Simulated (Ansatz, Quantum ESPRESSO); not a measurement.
# From contact to tunnelling: vacuum gaps between two Al(111) faces, part 2 of 3

Aim: how the conductance falls as the barrier grows, for vacuum gaps between two Al(111) faces.

Quantum ESPRESSO 7.5; plane-wave DFT, PBE, GBRV ultrasoft pseudopotentials; cross-check by Ansatz 0.2.0 with PAW datasets.

So far. Step 8 (Transmission with pwcond.x, 5 Å): T goes from 0.348 to 0.0742, a factor of 4.7. Step 9 (Cross-check with Ansatz, 5 Å): Ansatz finds T = 0.0698 against pwcond's 0.0742.

**10. SCF with pw.x, 6 Å**

Level of this step: plane-wave DFT, PBE, GBRV ultrasoft pseudopotentials (Quantum ESPRESSO 7.5).

File j3.scf.in:

```
&control
  prefix = 'j3.scf'
  outdir = './out'
  pseudo_dir = './pseudo'
  calculation = 'scf'
  tprnfor = .true.
/
&system
  ibrav = 0
  nat = 18
  ntyp = 1
  ecutwfc = 40
  ecutrho = 200
  occupations = 'smearing'
  smearing = 'mv'
  degauss = 0.01
/
&electrons
  conv_thr = 1e-07
  mixing_beta = 0.25
  electron_maxstep = 120
  mixing_mode = 'local-TF'
/
ATOMIC_SPECIES
  Al  26.9815  al_pbe_v1.uspp.F.UPF
CELL_PARAMETERS angstrom
  2.85671139599365 0.00000000000000 0.00000000000000
  1.42835569799683 2.47398464021101 0.00000000000000
  0.00000000000000 0.00000000000000 45.65241648794350
ATOMIC_POSITIONS crystal
  Al  0.000000000000 0.000000000000 0.000000000000
  Al  0.333333333000 0.333333333000 0.051092478054
  Al  0.666666667000 0.666666667000 0.102184956108
  Al  0.000000000000 0.000000000000 0.153277434162
  Al  0.333333333000 0.333333333000 0.204369912216
  Al  0.666666667000 0.666666667000 0.255462390270
  Al  0.000000000000 0.000000000000 0.306554868324
  Al  0.333333333000 0.333333333000 0.357647346379
  Al  0.666666667000 0.666666667000 0.408739824433
  Al  0.000000000000 0.000000000000 0.540167697513
  Al  0.333333333000 0.333333333000 0.591260175567
  Al  0.666666667000 0.666666667000 0.642352653621
  Al  0.000000000000 0.000000000000 0.693445131676
  Al  0.333333333000 0.333333333000 0.744537609730
  Al  0.666666667000 0.666666667000 0.795630087784
  Al  0.000000000000 0.000000000000 0.846722565838
  Al  0.333333333000 0.333333333000 0.897815043892
  Al  0.666666667000 0.666666667000 0.948907521946
K_POINTS automatic
  10 10 1 0 0 0
```

Command:

```console
$ OMP_NUM_THREADS=1 mpirun -n 4 pw.x -nk 4 -in j3.scf.in > j3.scf.out
```

Run time: 4.5 min. Hardware: 4 MPI ranks of Intel Xeon at 2.50GHz (Skylake/Cascade Lake), shared host; peak memory 0.66 GiB; 18 min of CPU time.

Read from the output:

| Item | Value |
| --- | --- |
| free energy | -1641.6195 eV |
| Fermi energy | 7.154 eV |

**11. The open system, 6 Å**

File j3.cond.in:

```
&inputcond
  outdir = './out'
  prefixt = 'j3.scf'
  tran_file = 'j3.cond.dat'
  bdl = 2.4494897419
  bds = 15.9807590483
  ikind = 1
  ewind = 4.0
  epsproj = 1e-05
  nz1 = 7
  energy0 = 0.4
  denergy = -0.4
/
30
  0.00000000 0.00000000 0.00390625
  0.00000000 0.06250000 0.02343750
  0.00000000 0.12500000 0.02343750
  0.00000000 0.18750000 0.02343750
  0.00000000 0.25000000 0.02343750
  0.00000000 0.31250000 0.02343750
  0.00000000 0.37500000 0.02343750
  0.00000000 0.43750000 0.02343750
  0.00000000 0.50000000 0.01171875
  0.06250000 0.12500000 0.02343750
  0.06250000 0.18750000 0.04687500
  0.06250000 0.25000000 0.04687500
  0.06250000 0.31250000 0.04687500
  0.06250000 0.37500000 0.04687500
  0.06250000 0.43750000 0.04687500
  0.06250000 0.50000000 0.04687500
  0.12500000 0.25000000 0.02343750
  0.12500000 0.31250000 0.04687500
  0.12500000 0.37500000 0.04687500
  0.12500000 0.43750000 0.04687500
  0.12500000 0.50000000 0.04687500
  0.12500000 0.56250000 0.02343750
  0.18750000 0.37500000 0.02343750
  0.18750000 0.43750000 0.04687500
  0.18750000 0.50000000 0.04687500
  0.18750000 0.56250000 0.04687500
  0.25000000 0.50000000 0.02343750
  0.25000000 0.56250000 0.04687500
  0.25000000 0.62500000 0.02343750
  0.31250000 0.62500000 0.02343750
3
```

Command:

```console
$ OMP_NUM_THREADS=1 mpirun -n 4 pwcond.x -in j3.cond.in > j3.cond.out
```

Wall time 3.4 min (4 MPI ranks); peak memory 0.3 GiB; 13 min of CPU time.

Numbers from this step:

- lead channels at the Fermi level, one spin: 1.363
- transmission at the Fermi level, one spin: 0.01310
- conductance: 0.01310 G₀

Per spin; mean over the k mesh across the current. The transmission, zone mean by energy, zero at the Fermi level:

```csv
energy (eV),"transmission, zone mean"
-0.400,0.00849
0.000,0.0131
0.400,0.0175
```

T goes from 0.0742 to 0.0131, a factor of 5.7.

**12. The same in Ansatz, 6 Å**

Level of this step: plane-wave DFT, PBE, Ansatz PAW (Ansatz 0.2.0).

File input.yaml:

```yaml
crystal:
  lattice:
    - [2.856711396, 0.0, 0.0]
    - [1.428355698, 2.4739846402, 0.0]
    - [0.0, 0.0, 45.6524164879]
  atoms:
    - { symbol: Al, position: [0.0, 0.0, 0.0] }
    - { symbol: Al, position: [0.333333333, 0.333333333, 0.0510924781] }
    - { symbol: Al, position: [0.666666667, 0.666666667, 0.1021849561] }
    - { symbol: Al, position: [0.0, 0.0, 0.1532774342] }
    - { symbol: Al, position: [0.333333333, 0.333333333, 0.2043699122] }
    - { symbol: Al, position: [0.666666667, 0.666666667, 0.2554623903] }
    - { symbol: Al, position: [0.0, 0.0, 0.3065548683] }
    - { symbol: Al, position: [0.333333333, 0.333333333, 0.3576473464] }
    - { symbol: Al, position: [0.666666667, 0.666666667, 0.4087398244] }
    - { symbol: Al, position: [0.0, 0.0, 0.5401676975] }
    - { symbol: Al, position: [0.333333333, 0.333333333, 0.5912601756] }
    - { symbol: Al, position: [0.666666667, 0.666666667, 0.6423526536] }
    - { symbol: Al, position: [0.0, 0.0, 0.6934451317] }
    - { symbol: Al, position: [0.333333333, 0.333333333, 0.7445376097] }
    - { symbol: Al, position: [0.666666667, 0.666666667, 0.7956300878] }
    - { symbol: Al, position: [0.0, 0.0, 0.8467225658] }
    - { symbol: Al, position: [0.333333333, 0.333333333, 0.8978150439] }
    - { symbol: Al, position: [0.666666667, 0.666666667, 0.9489075219] }
kpoints:
  mp_grid: { grid: [10, 10, 1] }
hamiltonian:
  xc: pbe
scf:
  occupations: { method: fermi_dirac, width: 0.1 }
  convergence: { dr2_threshold: 1.0e-08 }
output:
  transmission: { leads: [[0, 3]], e_range: [-0.4, 0.4], de: 0.4, kmesh: [16, 16] }
  write_potential: true
  write_density: true
  volumetric_format: npy
```

Command:

```console
$ ansatz run input.yaml --threads 4 --pin off --max-ram 8192MiB --backend cpu --events-out ev --progress --plain --runs-dir out
```

Wall time 26 s (4 threads); peak memory 0.79 GiB; 85 s of CPU time.

This step gave:

| Item | Value |
| --- | --- |
| free energy | -9674.3795 eV |
| energy at zero smearing | -9674.2455 eV |
| smearing term TS | 0.2678 eV |
| Fermi energy | 7.086 eV |
| transmission at the Fermi level, one spin | 0.01121 |
| lead channels at the Fermi level, one spin | 1.316 |
| step of the lead's Hamiltonian over a period | 12.4 meV |

Per spin; mean over the k mesh across the current. Transmission, zone mean against energy, zero at the Fermi level:

```csv
energy (eV),"transmission, zone mean"
-0.400,0.00816
0.000,0.0112
0.400,0.0170
```

Ansatz finds T = 0.0112 against pwcond's 0.0131.

**13. SCF with pw.x, 7 Å**

Level of this step: plane-wave DFT, PBE, GBRV ultrasoft pseudopotentials (Quantum ESPRESSO 7.5).

File j4.scf.in:

```
&control
  prefix = 'j4.scf'
  outdir = './out'
  pseudo_dir = './pseudo'
  calculation = 'scf'
  tprnfor = .true.
/
&system
  ibrav = 0
  nat = 18
  ntyp = 1
  ecutwfc = 40
  ecutrho = 200
  occupations = 'smearing'
  smearing = 'mv'
  degauss = 0.01
/
&electrons
  conv_thr = 1e-07
  mixing_beta = 0.25
  electron_maxstep = 120
  mixing_mode = 'local-TF'
/
ATOMIC_SPECIES
  Al  26.9815  al_pbe_v1.uspp.F.UPF
CELL_PARAMETERS angstrom
  2.85671139599365 0.00000000000000 0.00000000000000
  1.42835569799683 2.47398464021101 0.00000000000000
  0.00000000000000 0.00000000000000 46.65241648794350
ATOMIC_POSITIONS crystal
  Al  0.000000000000 0.000000000000 0.000000000000
  Al  0.333333333000 0.333333333000 0.049997304815
  Al  0.666666667000 0.666666667000 0.099994609631
  Al  0.000000000000 0.000000000000 0.149991914446
  Al  0.333333333000 0.333333333000 0.199989219262
  Al  0.666666667000 0.666666667000 0.249986524077
  Al  0.000000000000 0.000000000000 0.299983828893
  Al  0.333333333000 0.333333333000 0.349981133708
  Al  0.666666667000 0.666666667000 0.399978438524
  Al  0.000000000000 0.000000000000 0.550024256661
  Al  0.333333333000 0.333333333000 0.600021561476
  Al  0.666666667000 0.666666667000 0.650018866292
  Al  0.000000000000 0.000000000000 0.700016171107
  Al  0.333333333000 0.333333333000 0.750013475923
  Al  0.666666667000 0.666666667000 0.800010780738
  Al  0.000000000000 0.000000000000 0.850008085554
  Al  0.333333333000 0.333333333000 0.900005390369
  Al  0.666666667000 0.666666667000 0.950002695185
K_POINTS automatic
  10 10 1 0 0 0
```

Command:

```console
$ OMP_NUM_THREADS=1 mpirun -n 4 pw.x -nk 4 -in j4.scf.in > j4.scf.out
```

It took 3.7 min on 4 MPI ranks; peak memory 0.68 GiB; 15 min of CPU time.

Numbers from this step:

| Quantity | Value |
| --- | --- |
| free energy | -1641.6187 eV |
| Fermi energy | 6.917 eV |

**14. The open system, 7 Å**

j4.cond.in, as its differences from the input of step 11:

```diff
@@ -2,6 +2,6 @@
   outdir = './out'
-  prefixt = 'j3.scf'
-  tran_file = 'j3.cond.dat'
+  prefixt = 'j4.scf'
+  tran_file = 'j4.cond.dat'
   bdl = 2.4494897419
-  bds = 15.9807590483
+  bds = 16.3308119103
   ikind = 1
```

Command:

```console
$ OMP_NUM_THREADS=1 mpirun -n 4 pwcond.x -in j4.cond.in > j4.cond.out
```

It took 3.3 min on 4 MPI ranks; peak memory 0.3 GiB; 13 min of CPU time.

Read from the output:

- lead channels at the Fermi level, one spin: 1.363
- transmission at the Fermi level, one spin: 0.001956
- conductance: 0.001956 G₀

Per spin; mean over the k mesh across the current. Transmission, zone mean against energy, zero at the Fermi level:

```csv
energy (eV),"transmission, zone mean"
-0.400,0.00119
0.000,0.00196
0.400,0.00291
```

T goes from 0.0131 to 0.00196, a factor of 6.7.

**15. Cross-check with Ansatz, 7 Å**

Level of this step: plane-wave DFT, PBE, Ansatz PAW (Ansatz 0.2.0).

File input.yaml:

```yaml
crystal:
  lattice:
    - [2.856711396, 0.0, 0.0]
    - [1.428355698, 2.4739846402, 0.0]
    - [0.0, 0.0, 46.6524164879]
  atoms:
    - { symbol: Al, position: [0.0, 0.0, 0.0] }
    - { symbol: Al, position: [0.333333333, 0.333333333, 0.0499973048] }
    - { symbol: Al, position: [0.666666667, 0.666666667, 0.0999946096] }
    - { symbol: Al, position: [0.0, 0.0, 0.1499919144] }
    - { symbol: Al, position: [0.333333333, 0.333333333, 0.1999892193] }
    - { symbol: Al, position: [0.666666667, 0.666666667, 0.2499865241] }
    - { symbol: Al, position: [0.0, 0.0, 0.2999838289] }
    - { symbol: Al, position: [0.333333333, 0.333333333, 0.3499811337] }
    - { symbol: Al, position: [0.666666667, 0.666666667, 0.3999784385] }
    - { symbol: Al, position: [0.0, 0.0, 0.5500242567] }
    - { symbol: Al, position: [0.333333333, 0.333333333, 0.6000215615] }
    - { symbol: Al, position: [0.666666667, 0.666666667, 0.6500188663] }
    - { symbol: Al, position: [0.0, 0.0, 0.7000161711] }
    - { symbol: Al, position: [0.333333333, 0.333333333, 0.7500134759] }
    - { symbol: Al, position: [0.666666667, 0.666666667, 0.8000107807] }
    - { symbol: Al, position: [0.0, 0.0, 0.8500080856] }
    - { symbol: Al, position: [0.333333333, 0.333333333, 0.9000053904] }
    - { symbol: Al, position: [0.666666667, 0.666666667, 0.9500026952] }
kpoints:
  mp_grid: { grid: [10, 10, 1] }
hamiltonian:
  xc: pbe
scf:
  occupations: { method: fermi_dirac, width: 0.1 }
  convergence: { dr2_threshold: 1.0e-08 }
output:
  transmission: { leads: [[0, 3]], e_range: [-0.4, 0.4], de: 0.4, kmesh: [16, 16] }
  write_potential: true
  write_density: true
  volumetric_format: npy
  elf: true
```

Command:

```console
$ ansatz run input.yaml --threads 4 --pin off --max-ram 8192MiB --backend cpu --events-out ev --progress --plain --runs-dir out
```

Elapsed: 34 s, on 4 threads; peak memory 0.81 GiB; 94 s of CPU time.

Numbers from this step:

| Item | Value |
| --- | --- |
| free energy | -9674.3767 eV |
| energy at zero smearing | -9674.2433 eV |
| smearing term TS | 0.2668 eV |
| Fermi energy | 6.848 eV |
| transmission at the Fermi level, one spin | 0.001725 |
| lead channels at the Fermi level, one spin | 1.316 |
| step of the lead's Hamiltonian over a period | 12.5 meV |

Per spin; mean over the k mesh across the current. The transmission, zone mean by energy, zero at the Fermi level:

```csv
energy (eV),"transmission, zone mean"
-0.400,0.00110
0.000,0.00172
0.400,0.00286
```

Ansatz finds T = 0.00172 against pwcond's 0.00196.

**16. Ground state, 8 Å**

Level of this step: plane-wave DFT, PBE, GBRV ultrasoft pseudopotentials (Quantum ESPRESSO 7.5).

File j5.scf.in:

```
&control
  prefix = 'j5.scf'
  outdir = './out'
  pseudo_dir = './pseudo'
  calculation = 'scf'
  tprnfor = .true.
/
&system
  ibrav = 0
  nat = 18
  ntyp = 1
  ecutwfc = 40
  ecutrho = 200
  occupations = 'smearing'
  smearing = 'mv'
  degauss = 0.01
/
&electrons
  conv_thr = 1e-07
  mixing_beta = 0.25
  electron_maxstep = 120
  mixing_mode = 'local-TF'
/
ATOMIC_SPECIES
  Al  26.9815  al_pbe_v1.uspp.F.UPF
CELL_PARAMETERS angstrom
  2.85671139599365 0.00000000000000 0.00000000000000
  1.42835569799683 2.47398464021101 0.00000000000000
  0.00000000000000 0.00000000000000 47.65241648794350
ATOMIC_POSITIONS crystal
  Al  0.000000000000 0.000000000000 0.000000000000
  Al  0.333333333000 0.333333333000 0.048948096643
  Al  0.666666667000 0.666666667000 0.097896193286
  Al  0.000000000000 0.000000000000 0.146844289929
  Al  0.333333333000 0.333333333000 0.195792386572
  Al  0.666666667000 0.666666667000 0.244740483215
  Al  0.000000000000 0.000000000000 0.293688579858
  Al  0.333333333000 0.333333333000 0.342636676501
  Al  0.666666667000 0.666666667000 0.391584773144
  Al  0.000000000000 0.000000000000 0.559467130213
  Al  0.333333333000 0.333333333000 0.608415226856
  Al  0.666666667000 0.666666667000 0.657363323499
  Al  0.000000000000 0.000000000000 0.706311420142
  Al  0.333333333000 0.333333333000 0.755259516785
  Al  0.666666667000 0.666666667000 0.804207613428
  Al  0.000000000000 0.000000000000 0.853155710071
  Al  0.333333333000 0.333333333000 0.902103806714
  Al  0.666666667000 0.666666667000 0.951051903357
K_POINTS automatic
  10 10 1 0 0 0
```

Command:

```console
$ OMP_NUM_THREADS=1 mpirun -n 4 pw.x -nk 4 -in j5.scf.in > j5.scf.out
```

Run time: 5.5 min. Hardware: 4 MPI ranks; peak memory 0.7 GiB; 22 min of CPU time.

Numbers from this step:

- free energy: -1641.6184 eV
- Fermi energy: 6.689 eV

**17. The open system, 8 Å**

j5.cond.in, as its differences from the input of step 14:

```diff
@@ -2,6 +2,6 @@
   outdir = './out'
-  prefixt = 'j4.scf'
-  tran_file = 'j4.cond.dat'
+  prefixt = 'j5.scf'
+  tran_file = 'j5.cond.dat'
   bdl = 2.4494897419
-  bds = 16.3308119103
+  bds = 16.6808647723
   ikind = 1
```

Command:

```console
$ OMP_NUM_THREADS=1 mpirun -n 4 pwcond.x -in j5.cond.in > j5.cond.out
```

Run time: 3.5 min. Hardware: 4 MPI ranks; peak memory 0.3 GiB; 14 min of CPU time.

Read from the output:

```
lead channels at the Fermi level, one spin : 1.363
transmission at the Fermi level, one spin  : 2.92e-4
conductance                                : 2.92e-4 G₀
```

Per spin; mean over the k mesh across the current. The transmission, zone mean by energy, zero at the Fermi level:

```csv
energy (eV),"transmission, zone mean"
-0.400,1.6e-4
0.000,2.9e-4
0.400,5.0e-4
```

T goes from 0.00196 to 2.9e-4, a factor of 6.7.

**18. The same in Ansatz, 8 Å**

Level of this step: plane-wave DFT, PBE, Ansatz PAW (Ansatz 0.2.0).

File input.yaml:

```yaml
crystal:
  lattice:
    - [2.856711396, 0.0, 0.0]
    - [1.428355698, 2.4739846402, 0.0]
    - [0.0, 0.0, 47.6524164879]
  atoms:
    - { symbol: Al, position: [0.0, 0.0, 0.0] }
    - { symbol: Al, position: [0.333333333, 0.333333333, 0.0489480966] }
    - { symbol: Al, position: [0.666666667, 0.666666667, 0.0978961933] }
    - { symbol: Al, position: [0.0, 0.0, 0.1468442899] }
    - { symbol: Al, position: [0.333333333, 0.333333333, 0.1957923866] }
    - { symbol: Al, position: [0.666666667, 0.666666667, 0.2447404832] }
    - { symbol: Al, position: [0.0, 0.0, 0.2936885799] }
    - { symbol: Al, position: [0.333333333, 0.333333333, 0.3426366765] }
    - { symbol: Al, position: [0.666666667, 0.666666667, 0.3915847731] }
    - { symbol: Al, position: [0.0, 0.0, 0.5594671302] }
    - { symbol: Al, position: [0.333333333, 0.333333333, 0.6084152269] }
    - { symbol: Al, position: [0.666666667, 0.666666667, 0.6573633235] }
    - { symbol: Al, position: [0.0, 0.0, 0.7063114201] }
    - { symbol: Al, position: [0.333333333, 0.333333333, 0.7552595168] }
    - { symbol: Al, position: [0.666666667, 0.666666667, 0.8042076134] }
    - { symbol: Al, position: [0.0, 0.0, 0.8531557101] }
    - { symbol: Al, position: [0.333333333, 0.333333333, 0.9021038067] }
    - { symbol: Al, position: [0.666666667, 0.666666667, 0.9510519034] }
kpoints:
  mp_grid: { grid: [10, 10, 1] }
hamiltonian:
  xc: pbe
scf:
  occupations: { method: fermi_dirac, width: 0.1 }
  convergence: { dr2_threshold: 1.0e-08 }
output:
  transmission: { leads: [[0, 3]], e_range: [-0.4, 0.4], de: 0.4, kmesh: [16, 16] }
  write_potential: true
  write_density: true
  volumetric_format: npy
  elf: true
```

Command:

```console
$ ansatz run input.yaml --threads 4 --pin off --max-ram 8192MiB --backend cpu --events-out ev --progress --plain --runs-dir out
```

The job ended after 24 s (4 threads; peak memory 0.81 GiB; 83 s of CPU time).

Numbers from this step:

| Property | Result |
| --- | --- |
| free energy | -9674.3765 eV |
| smearing term TS | 0.2664 eV |
| Fermi energy | 6.619 eV |
| transmission at the Fermi level, one spin | 2.55e-4 |
| lead channels at the Fermi level, one spin | 1.316 |

Per spin; mean over the k mesh across the current. The transmission, zone mean by energy, zero at the Fermi level:

```csv
energy (eV),"transmission, zone mean"
-0.400,1.4e-4
0.000,2.5e-4
0.400,4.7e-4
```

Ansatz finds T = 2.5e-4 against pwcond's 2.9e-4.

(Part 2 of 3 ends here.)

[Long decimals in the printed logs are rounded to 6 places.]

[Logs are printed without paths, hosts, clocks, repeated set-up lines and the standing remarks that a program may print on its own settings, such as how far it seeks lower states.]

[Hosts, paths, dates, database ids (printed as entryN), source tags and the programs' standing remarks are cut or masked in the printed files.]

[Maps of the electrostatic potential energy from Ansatz leave out the sawtooth potential of an applied field or a dipole correction, so their vacuum need not be flat; planar profiles and work functions include it.]
